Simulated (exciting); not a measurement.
## Core excitons at the O K edge of LuAgO2

Wanted: the near-edge spectrum and the bound core excitons at the O K edge of LuAgO2.

Main program and level: exciting sodium; X-ray absorption, core-level Bethe-Salpeter equation, exchange and statically screened direct term, Tamm-Dancoff, all-electron LAPW+lo LDA.

## Step 1: The starting structure

The structure is trigonal, space group R-3m (No. 166). The conventional cell has a = 3.374 Å, b = 3.374 Å, c = 18.590 Å, α = 90.00°, β = 90.00°, γ = 120.00°. Lu has 6 O at 2.20 Å nearest. Nearest to Ag lie 2 O at 2.07 Å. Nearest to O lie 1 Ag at 2.07 Å and 3 Lu at 2.20 Å. Farther neighbours and most contacts between anions are not listed.

As a file:

```
Lu Ag O
1.0
     1.68680    0.97388    6.19663
    -1.68680    0.97388    6.19663
     0.00000   -1.94775    6.19663
Lu Ag O
1 1 2
Direct
  0.50000 0.50000 0.50000
  0.00000 0.00000 0.00000
  0.11110 0.11110 0.11110
  0.88890 0.88890 0.88890
```

Differences between curves are given as r.m.s. difference over r.m.s. height.

## Step 2: The self-consistent potential

The species files are the program's own, with muffin-tin radii set in the input.

File input.xml:

```
<input>
  <title>LuAgO2</title>
  <structure speciespath="." autormt="false" epslat="1.0e-5">
    <crystal>
      <basevect>3.1875940742 1.8403582969 11.7099353887</basevect>
      <basevect>-3.1875940742 1.8403582969 11.7099353887</basevect>
      <basevect>0.0000000000 -3.6807165936 11.7099353887</basevect>
    </crystal>
    <species speciesfile="Lu.xml" rmt="2.300">
      <atom coord="0.5000000000 0.5000000000 0.5000000000"/>
    </species>
    <species speciesfile="Ag.xml" rmt="2.195">
      <atom coord="0.0000000000 0.0000000000 0.0000000000"/>
    </species>
    <species speciesfile="O.xml" rmt="1.591">
      <atom coord="0.1111002600 0.1111002600 0.1111002600"/>
      <atom coord="0.8888997400 0.8888997400 0.8888997400"/>
    </species>
  </structure>
  <groundstate do="fromscratch" xctype="LDA_PW" ngridk="4 4 4" rgkmax="7" gmaxvr="14" nempty="8" swidth="0.001" maxscl="100" epsengy="1e-5"/>
</input>
```

Launch:

```console
OMP_NUM_THREADS=1 mpirun -n 2 exciting
```

Numbers of over 12 decimals in the logs are rounded to 6 here.

The program printed:

```text
EXCITING SODIUM started
********************************************************************************
* Ground-state run starting from atomic densities                              *
********************************************************************************
+ Starting initialization                                                      +
[... lattice and species ...]
 Spin treatment                             :    spin-unpolarised
 Number of Bravais lattice symmetries       :      12
[...]
+ Self-consistent loop stopped                                                 +
 STATE.OUT is written
********************************************************************************
* Groundstate module stopped                                                   *
********************************************************************************
 Total time spent (seconds)                 :        78.89
- CAUTION! Warnings have been written in file WARNING.OUT !                    -
| EXCITING SODIUM stopped                                                      =
[key lines of the parts left out:]
Total energy                               :    -20034.58321580
Fermi energy                               :         0.22976501
```

Run time: 80 s. Hardware: 2 MPI ranks of Arm Neoverse V2, shared host.

The warnings file holds hints only, no warning.

The mesh shows a gap of 2.08 eV. Core levels (Dirac, from the valence top):

```
atom  level  energy (eV)
   O  1s1/2       -500.7
```

## Step 3: A richer basis for the empty states

Each species file gets more local orbitals, built from u and its energy derivative at 0.15 Ha and u at 0.9 Ha.

input.xml is that of step 2.

File SPECIES.xml, added lines:

```
<lo l="L">  <!-- L = 0, 1, 2, and 3 from Cs on -->
  <wf matchingOrder="0" trialEnergy="0.1500" searchE="false"/>
  <wf matchingOrder="1" trialEnergy="0.1500" searchE="false"/>
  <wf matchingOrder="0" trialEnergy="0.9000" searchE="false"/>
</lo>
```

Launch:

```console
OMP_NUM_THREADS=1 mpirun -n 2 exciting
```

The program printed:

```text
EXCITING SODIUM started
********************************************************************************
* Ground-state run starting from atomic densities                              *
********************************************************************************
+ Starting initialization                                                      +
[... lattice and species ...]
 Spin treatment                             :    spin-unpolarised
 Number of Bravais lattice symmetries       :      12
[...]
+ Self-consistent loop stopped                                                 +
 STATE.OUT is written
********************************************************************************
* Groundstate module stopped                                                   *
********************************************************************************
 Total time spent (seconds)                 :        86.36
- CAUTION! Warnings have been written in file WARNING.OUT !                    -
| EXCITING SODIUM stopped                                                      =
[key lines of the parts left out:]
Total energy                               :    -20034.58477520
Fermi energy                               :         0.23031717
```

Wall time 87 s (2 MPI ranks).

Against the first ground state the total energy moves by -11 meV an atom and the gap by 0.00 eV.

## Step 4: Screening, kernels and BSE for O atom 3

The absorber has 1 Ag at 2.07 Å and 3 Lu at 2.20 Å (distorted tetrahedral, site symmetry 3m).

input.xml, as its differences from that of step 3:

```diff
@@ -19,3 +19,20 @@
   </structure>
-  <groundstate do="fromscratch" xctype="LDA_PW" ngridk="4 4 4" rgkmax="7" gmaxvr="14" nempty="8" swidth="0.001" maxscl="100" epsengy="1e-5"/>
+  <groundstate do="skip" xctype="LDA_PW" ngridk="4 4 4" rgkmax="7" gmaxvr="14" nempty="8" swidth="0.001" maxscl="100" epsengy="1e-5"/>
+  <xs xstype="BSE" ngridk="3 3 3" ngridq="3 3 3" vkloff="0.097 0.273 0.493" rgkmax="7" nempty="32" gqmax="3" lmaxapwwf="5" lmaxemat="2" broad="0.01654" tevout="true">
+    <energywindow intv="18.034 19.651" points="439"/>
+    <screening screentype="full" nempty="52"/>
+    <BSE xas="true" xasspecies="3" xasatom="1" xasedge="K" bsetype="singlet" nstlxas="1 28"/>
+    <qpointset>
+      <qpoint>0 0 0</qpoint>
+    </qpointset>
+    <plan>
+      <doonly task="xsgeneigvec"/>
+      <doonly task="writepmatxs"/>
+      <doonly task="scrgeneigvec"/>
+      <doonly task="scrwritepmat"/>
+      <doonly task="screen"/>
+      <doonly task="scrcoulint"/>
+      <doonly task="exccoulint"/>
+    </plan>
+  </xs>
 </input>
```

File input.xml for the last start (plan only):

```
  <plan>
    <doonly task="bse"/>
  </plan>
```

Launch:

```console
OMP_NUM_THREADS=1 mpirun -n 2 exciting
OMP_NUM_THREADS=2 exciting
```

The program printed:

```text
| EXCITING SODIUM started for task xsgeneigvec ( 301)                          =
One-shot GS runs for BSE calculations
One-shot GS runs for k+qmt/2 grids
Info(xsgeneigvec): Generating eigenvectors for Q-point      1
Info(xsgeneigvec): Generation of eigenvectors finished
| EXCITING SODIUM started for task writepmatxs ( 320)                          =
Info(writepmatxs): Momentum matrix elements finished
| EXCITING SODIUM started for task scrgeneigvec ( 401)                         =
One-shot GS runs for BSE calculations
One-shot GS runs for k+qmt/2 grids
[...]
Info(setup_bse_block): Setting up RR part of hamiltonian
Info(setup_bse_block): Singlet spin state
Info(bse): Diagonalizing RR Hamiltonian (TDA)
Info(bse): Invoking Lapack routine ZHEEVR
      1512 eigen solutions found in the interval:
         i1=       1 i2=    1512
Info(bse): Writing excition energies and oscillator strengths to text file.
Info(makespectrum_dist): Making spectrum using formula for coupling with time reversed AR basis.
Info(makespectrum_dist): Using formalism for vanishing momentum transfer.
Info(writederived): Writing quantities derived from the macroscopic dielectric function.
Info(bselauncher): Spectrum finished for iqmt=  1
Info(bselauncher): All done for BSE type singlet
```

It took 22 min on 2 MPI ranks.

Wall time by task: xsgeneigvec 15 s, writepmatxs 6.3 s, scrgeneigvec 9.9 s, scrwritepmat 4.1 s, screen 7.2 min, scrcoulint 10 min, exccoulint 3.8 min, bse 5.5 s.

The O K spectrum of O atom 3 (energy from the Kohn–Sham onset, core level to the lowest empty state found on the meshes used, 502.74 eV; the ground-state mesh sets it, and the shifted mesh has its lowest transition 0.35 eV above it; Im ε scaled to the maximum of the singlet run; cut below the end of the band set):

```
E (eV)  isotropic  ε ⊥ c  ε ∥ c
  -4.5       0.02   0.02   0.04
  -4.0       0.03   0.02   0.04
  -3.5       0.03   0.02   0.06
  -3.0       0.04   0.03   0.08
  -2.5       0.06   0.03   0.12
  -2.0       0.10   0.04   0.20
  -1.5       0.17   0.06   0.40
  -1.0       0.42   0.10   1.06
  -0.5       0.70   0.20   1.70
   0.0       0.62   0.46   0.93
   0.5       0.53   0.52   0.56
   1.0       0.45   0.43   0.47
   1.5       0.53   0.50   0.61
   2.0       0.82   0.83   0.78
   2.5       0.74   0.86   0.50
   3.0       0.53   0.60   0.41
   3.5       0.40   0.39   0.43
   4.0       0.46   0.39   0.61
   4.5       0.46   0.36   0.66
   5.0       0.39   0.31   0.56
   5.5       0.39   0.31   0.55
   6.0       0.52   0.43   0.69
   6.5       0.71   0.78   0.57
   7.0       0.99   1.21   0.56
   7.5       0.88   1.02   0.59
   8.0       0.62   0.69   0.46
   8.5       0.48   0.55   0.35
   9.0       0.38   0.42   0.30
   9.5       0.35   0.39   0.27
  10.0       0.32   0.34   0.28
  10.5       0.27   0.28   0.25
  11.0       0.24   0.24   0.25
  11.5       0.23   0.21   0.28
  12.0       0.22   0.19   0.29
  12.5       0.22   0.18   0.31
  13.0       0.24   0.19   0.34
  13.5       0.20   0.17   0.26
  14.0       0.16   0.15   0.19
  14.5       0.19   0.20   0.19
  15.0       0.21   0.22   0.18
  15.5       0.20   0.21   0.17
  16.0       0.18   0.18   0.17
  16.5       0.15   0.15   0.16
  17.0       0.17   0.17   0.17
  17.5       0.16   0.15   0.16
  18.0       0.15   0.15   0.17
  18.5       0.15   0.14   0.16
  19.0       0.14   0.14   0.14
  19.5       0.15   0.17   0.12
  20.0       0.17   0.20   0.13
  20.5       0.18   0.20   0.14
  21.0       0.21   0.24   0.15
  21.5       0.25   0.29   0.16
  22.0       0.26   0.30   0.17
  22.5       0.20   0.22   0.17
  23.0       0.18   0.19   0.16
  23.5       0.19   0.20   0.16
```

Maxima (height): -0.6 eV (0.72), 2.1 eV (0.83), 4.2 eV (0.48), 7.0 eV (1.00), 12.9 eV (0.24), 14.9 eV (0.21) and 21.8 eV (0.26); 1 lower ones aren't listed.

The Hamiltonian has 1512 rows. The lowest groups of eigenvalues and the brightest ones, on the scale above (the program counts from the shifted mesh's onset, 0.35 eV higher). Core spinors bring spin-forbidden partners, so dark means forbidden by spin or by symmetry, and the shifted mesh splits states that symmetry would keep together:

```
energy (eV)  states within 10 meV  relative strength
     -0.666                     1               dark
     -0.624                     1               1.00
     -0.067                     2               0.19
      0.147                     2               0.18
      0.162                     2               0.17
      0.291                     2              0.032
      1.739                     2               0.23
      1.931                     2               0.23
      1.978                     2               0.22
      2.110                     1               0.34
      6.912                     2               0.20
```

## Step 5: Independent particles

input.xml, as its differences from that of step 4:

```diff
@@ -23,3 +23,3 @@
     <screening screentype="full" nempty="52"/>
-    <BSE xas="true" xasspecies="3" xasatom="1" xasedge="K" bsetype="singlet" nstlxas="1 28"/>
+    <BSE xas="true" xasspecies="3" xasatom="1" xasedge="K" bsetype="IP" nstlxas="1 28"/>
     <qpointset>
@@ -28,9 +28,3 @@
     <plan>
-      <doonly task="xsgeneigvec"/>
-      <doonly task="writepmatxs"/>
-      <doonly task="scrgeneigvec"/>
-      <doonly task="scrwritepmat"/>
-      <doonly task="screen"/>
-      <doonly task="scrcoulint"/>
-      <doonly task="exccoulint"/>
+      <doonly task="bse"/>
     </plan>
```

Launch:

```console
OMP_NUM_THREADS=2 exciting
```

The program printed:

```text
| EXCITING SODIUM started for task bse ( 445)                                  =
Info(bselauncher): Init time:    2.136382
Info(bselauncher): Setting up and diagonalizing BSE Hamiltonian.
Info(bselauncher): Using momentum transfer vectors from list :   1 to  1
Info(bselauncher): Distributing qmt-points over   1 processes.
Info(bselauncher): BSE type: IP
Info(bselauncher): Momentum transfer list index: iqmt=  1
Info(bselauncher): Momentum transfer: vqmtl=   0.000   0.000   0.000
Info(bse): Inspecting occupations...
Info(setranges_modxs): Number of non-reduced k-points:       27
[...]
highest unoccupied state:  56
  Opening gap with a scissor of:      0.000/H      0.000/eV
Info(select_transitions): Number of participating transitions:    1512
Info(bse): Selecting transitions...
Info(bse):bsegap (eV):   503.090934
Info(bse): IP requested, nothing much to do
Info(bse): Writing excition energies and oscillator strengths to text file.
Info(makespectrum_dist): Making spectrum using formula for coupling with time reversed AR basis.
Info(makespectrum_dist): Using formalism for vanishing momentum transfer.
Info(writederived): Writing quantities derived from the macroscopic dielectric function.
Info(bselauncher): Spectrum finished for iqmt=  1
Info(bselauncher): All done for BSE type IP
```

The job ended after 3 s (2 threads).

Maxima (height): 1.0 eV (0.44), 3.8 eV (0.58), 5.2 eV (0.44), 8.8 eV (0.92) and 13.8 eV (0.36); 3 lower ones aren't listed. Against the singlet run the r.m.s. difference is 65 %. Moving the earlier curve by +1.8 eV leaves 29 %. The highest maximum lies at 8.8 eV (0.92), against 7.0 eV (1.00).

## Step 6: Exchange alone

input.xml, as its differences from that of step 5:

```diff
@@ -23,3 +23,3 @@
     <screening screentype="full" nempty="52"/>
-    <BSE xas="true" xasspecies="3" xasatom="1" xasedge="K" bsetype="IP" nstlxas="1 28"/>
+    <BSE xas="true" xasspecies="3" xasatom="1" xasedge="K" bsetype="RPA" nstlxas="1 28"/>
     <qpointset>
```

Launch:

```console
OMP_NUM_THREADS=2 exciting
```

The program printed:

```text
| EXCITING SODIUM started for task bse ( 445)                                  =
Info(bselauncher): Init time:    2.136868
Info(bselauncher): Setting up and diagonalizing BSE Hamiltonian.
Info(bselauncher): Using momentum transfer vectors from list :   1 to  1
Info(bselauncher): Distributing qmt-points over   1 processes.
Info(bselauncher): BSE type: RPA
Info(bselauncher): Momentum transfer list index: iqmt=  1
Info(bselauncher): Momentum transfer: vqmtl=   0.000   0.000   0.000
Info(bse): Inspecting occupations...
Info(setranges_modxs): Number of non-reduced k-points:       27
[...]
Info(setup_bse_block): Setting up RR part of hamiltonian
Info(setup_bse_block): Using RPA approximation
Info(bse): Diagonalizing RR Hamiltonian (TDA)
Info(bse): Invoking Lapack routine ZHEEVR
      1512 eigen solutions found in the interval:
         i1=       1 i2=    1512
Info(bse): Writing excition energies and oscillator strengths to text file.
Info(makespectrum_dist): Making spectrum using formula for coupling with time reversed AR basis.
Info(makespectrum_dist): Using formalism for vanishing momentum transfer.
Info(writederived): Writing quantities derived from the macroscopic dielectric function.
Info(bselauncher): Spectrum finished for iqmt=  1
Info(bselauncher): All done for BSE type RPA
```

Run time: 6 s. Hardware: 2 threads.

Maxima (height): 1.1 eV (0.43), 3.8 eV (0.57), 5.2 eV (0.43), 8.8 eV (0.90) and 10.6 eV (0.62); 4 lower ones aren't listed. Against the independent-particle run the r.m.s. difference is 3 %.

## Step 7: Broadening

Changed against the first singlet run: half width (eV) from 0.45 to 0.11.

input.xml, as its differences from that of step 6:

```diff
@@ -20,6 +20,6 @@
   <groundstate do="skip" xctype="LDA_PW" ngridk="4 4 4" rgkmax="7" gmaxvr="14" nempty="8" swidth="0.001" maxscl="100" epsengy="1e-5"/>
-  <xs xstype="BSE" ngridk="3 3 3" ngridq="3 3 3" vkloff="0.097 0.273 0.493" rgkmax="7" nempty="32" gqmax="3" lmaxapwwf="5" lmaxemat="2" broad="0.01654" tevout="true">
-    <energywindow intv="18.034 19.651" points="439"/>
+  <xs xstype="BSE" ngridk="3 3 3" ngridq="3 3 3" vkloff="0.097 0.273 0.493" rgkmax="7" nempty="32" gqmax="3" lmaxapwwf="5" lmaxemat="2" broad="0.00404" tevout="true">
+    <energywindow intv="18.034 19.651" points="1199"/>
     <screening screentype="full" nempty="52"/>
-    <BSE xas="true" xasspecies="3" xasatom="1" xasedge="K" bsetype="RPA" nstlxas="1 28"/>
+    <BSE xas="true" xasspecies="3" xasatom="1" xasedge="K" bsetype="singlet" nstlxas="1 28"/>
     <qpointset>
```

Launch:

```console
OMP_NUM_THREADS=2 exciting
```

The program printed:

```text
| EXCITING SODIUM started for task bse ( 445)                                  =
Info(bselauncher): Init time:    2.134071
Info(bselauncher): Setting up and diagonalizing BSE Hamiltonian.
Info(bselauncher): Using momentum transfer vectors from list :   1 to  1
Info(bselauncher): Distributing qmt-points over   1 processes.
Info(bselauncher): BSE type: singlet
Info(bselauncher): Momentum transfer list index: iqmt=  1
Info(bselauncher): Momentum transfer: vqmtl=   0.000   0.000   0.000
Info(bse): Inspecting occupations...
[...]
Info(setup_bse_block): Setting up RR part of hamiltonian
Info(setup_bse_block): Singlet spin state
Info(bse): Diagonalizing RR Hamiltonian (TDA)
Info(bse): Invoking Lapack routine ZHEEVR
      1512 eigen solutions found in the interval:
         i1=       1 i2=    1512
Info(bse): Writing excition energies and oscillator strengths to text file.
Info(makespectrum_dist): Making spectrum using formula for coupling with time reversed AR basis.
Info(makespectrum_dist): Using formalism for vanishing momentum transfer.
Info(writederived): Writing quantities derived from the macroscopic dielectric function.
Info(bselauncher): Spectrum finished for iqmt=  1
Info(bselauncher): All done for BSE type singlet
```

It took 7.5 s on 2 threads.

Against the singlet run the r.m.s. difference is 41 %. The highest maximum lies at -0.6 eV (2.29), against 7.0 eV (1.00). Only the width of each line changes; the area stays. A table step wider than the lines misses their tops.

```
E (eV)  first run  this run
  -4.0       0.03      0.01
  -3.0       0.04      0.01
  -2.0       0.10      0.02
  -1.0       0.42      0.20
   0.0       0.62      0.72
   1.0       0.45      0.42
   2.0       0.82      1.46
   3.0       0.53      0.48
   4.0       0.46      0.58
   5.0       0.39      0.31
   6.0       0.52      0.60
   7.0       0.99      1.58
   8.0       0.62      0.51
   9.0       0.38      0.33
  10.0       0.32      0.35
  11.0       0.24      0.25
  12.0       0.22      0.26
  13.0       0.24      0.29
  14.0       0.16      0.10
  15.0       0.21      0.23
  16.0       0.18      0.14
  17.0       0.17      0.25
  18.0       0.15      0.16
  19.0       0.14      0.13
  20.0       0.17      0.21
  21.0       0.21      0.19
  22.0       0.26      0.31
  23.0       0.18      0.17
```

## Step 8: The levels of theory side by side

```
  level  curve passes 0.15 (eV)  highest maximum (eV)  its height
     IP                     0.2                   8.8        0.92
    RPA                     0.3                   8.8        0.90
singlet                    -1.6                   7.0        1.00
```

```
E (eV)    IP   RPA  singlet
  -4.0  0.01  0.01     0.03
  -3.0  0.02  0.02     0.04
  -2.0  0.02  0.02     0.10
  -1.0  0.04  0.04     0.42
   0.0  0.11  0.11     0.62
   1.0  0.44  0.42     0.45
   2.0  0.23  0.22     0.82
   3.0  0.43  0.41     0.53
   4.0  0.56  0.55     0.46
   5.0  0.43  0.42     0.39
   6.0  0.33  0.33     0.52
   7.0  0.31  0.30     0.99
   8.0  0.48  0.46     0.62
   9.0  0.91  0.90     0.38
  10.0  0.64  0.65     0.32
  11.0  0.53  0.55     0.24
  12.0  0.38  0.38     0.22
  13.0  0.31  0.31     0.24
  14.0  0.34  0.35     0.16
  15.0  0.24  0.24     0.21
  16.0  0.27  0.28     0.18
  17.0  0.22  0.23     0.17
  18.0  0.21  0.21     0.15
  19.0  0.20  0.20     0.14
  20.0  0.17  0.17     0.17
  21.0  0.20  0.20     0.21
  22.0  0.26  0.26     0.26
  23.0  0.33  0.33     0.18
```

## Step 9: Outcome

| Item | Value |
| --- | --- |
| absorber and edge | O K, atom 3 |
| surroundings | 1 Ag at 2.07 Å and 3 Lu at 2.20 Å (distorted tetrahedral, site symmetry 3m) |
| first bright state | -0.62 eV from the Kohn–Sham onset, on this mesh |
| highest maximum | 7.0 eV |
| cost of the BSE run | 22 min on 2 MPI ranks of Arm Neoverse V2, shared host; the last task ran on as many threads |

Is a core exciton bound? Yes on this mesh: the first bright state (over 5 % of the brightest) lies at -0.62 eV from the Kohn–Sham onset and at -0.98 eV from the lowest bare transition of its own mesh. Changing the half width (eV) from 0.45 to 0.11 alters the spectrum by 41 % r.m.s. Exchange alone changes the independent-particle spectrum by 3 % r.m.s. Binding energies aren't converged on 27 k points, and fine structure above the first lines is partly noise of the mesh. Exchange and the short-range direct term aren't converged in the kernel cutoff. The zero comes from the unshifted 4×4×4 ground-state mesh; it is exact only where the band minimum lies on that mesh. The Kohn–Sham onset, 503 eV, is no photon energy: the scale needs a rigid shift. Bands and screening come from semilocal DFT, whose small gap overscreens. Vibrations and energy-dependent lifetimes are left out. The structure is a Materials Project entry, computed there, and may be a hypothetical form.

[Banner, clock and machine lines of the logs are left out without a mark of their own.]

[Logs are printed without paths, hosts, clocks, repeated set-up lines and the standing remarks that a program may print on its own settings, such as how far it seeks lower states.]

[Hosts, paths, dates, database ids (printed as entryN), source tags and the programs' standing remarks are cut or masked in the printed files.]
